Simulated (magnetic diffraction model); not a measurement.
# CeAsS4: what an assumed order does to the neutron pattern

Space group C2 (no. 5), a = 15.0170 Å, b = 8.4330 Å, c = 7.7970 Å, β = 91.67°.

| site | atom | x | y | z |
| --- | --- | --- | --- | --- |
| 2a | Ce | 0 | 0.4076 | 0 |
| 4c | Ce | 0.7513 | 0.1587 | 0.3361 |
| 2b | As | 0 | 0.3946 | 1/2 |
| 4c | As | 0.7428 | 0.1634 | 0.8326 |
| 4c | S | 0.6467 | 0.0982 | 0.9846 |
| 4c | S | 0.7228 | 0.3375 | 0.6716 |
| 4c | S | 0.7769 | 0.9837 | 0.7036 |
| 4c | S | 0.8454 | 0.1893 | 0.9681 |
| 4c | S | 0.9285 | 0.2473 | 0.3706 |
| 4c | S | 0.9285 | 0.5183 | 0.6480 |

This is a made-up structure (elements placed in a structure type, unrelaxed), so the numbers test the method and describe no known phase.

Only Ce is taken to order (form factors of Ce3+); orders and moment sizes are assumed, and not adapted to the symmetry. Radiation: neutrons of λ = 2.52 Å, 3° to 30°; isotropic B of 0.33 Å² (Ce), 0.33 Å² (As) and 0.49 Å² (S). Simulated constant-wavelength pattern: nuclear and magnetic terms add, the magnetic one as |2.695 fm × Σ f S⊥ exp(2πi Q·r) exp(−B s²)|², summed over all Q at one angle with the factor 1/(sin²θ cos θ). For collinear order S is the moment m, which repeats by lattice and centring translations R with the sign exp(−2πi k·R). Free-ion form factors, Sears's scattering lengths of 1992, no absorption; a label names one of the reflections at its angle. The strongest nuclear line in the range is 100, and lines under 0.2 are left out.

Assume the order k = (0 0 1/2), collinear moments along [010], 1.9 μB on Ce; signs + at (0, 0.4076, 0), + at (0.7513, 0.1587, 0.3361), − at (0.7487, 0.6587, 0.6639).

Predict the pattern, nuclear and magnetic parts apart.

```tsv
2θ (°)	index	nuclear	magnetic
9.27	(0 0 1/2)	0.0	68.5
19.33	(2 0 0)	54.2	0.0
19.74	(1 1 0)	100.0	0.0
21.72	(1 1 -1/2)	0.0	9.2
21.97	(1 1 1/2)	0.0	9.6
26.55	(2 0 -1)	4.7	0.0
27.05	(1 1 -1)	4.3	0.0
27.35	(2 0 1)	4.0	0.0
27.45	(1 1 1)	13.2	0.0
28.07	(0 0 3/2)	0.0	1.8
```

The strongest magnetic line in the range is (0 0 1/2) at 9.27° (68.5). On top of the Lorentz factor, which all lines share, magnetic lines fade with angle because f falls: for Ce3+ it is 0.96, 0.86, 0.71 and 0.43 at sin θ/λ = 0.1, 0.2, 0.3 and 0.5 Å⁻¹, while nuclear lengths stay constant. The order has no net moment.

[Logs are printed without paths, hosts, clocks, repeated set-up lines and the standing remarks that a program may print on its own settings, such as how far it seeks lower states.]
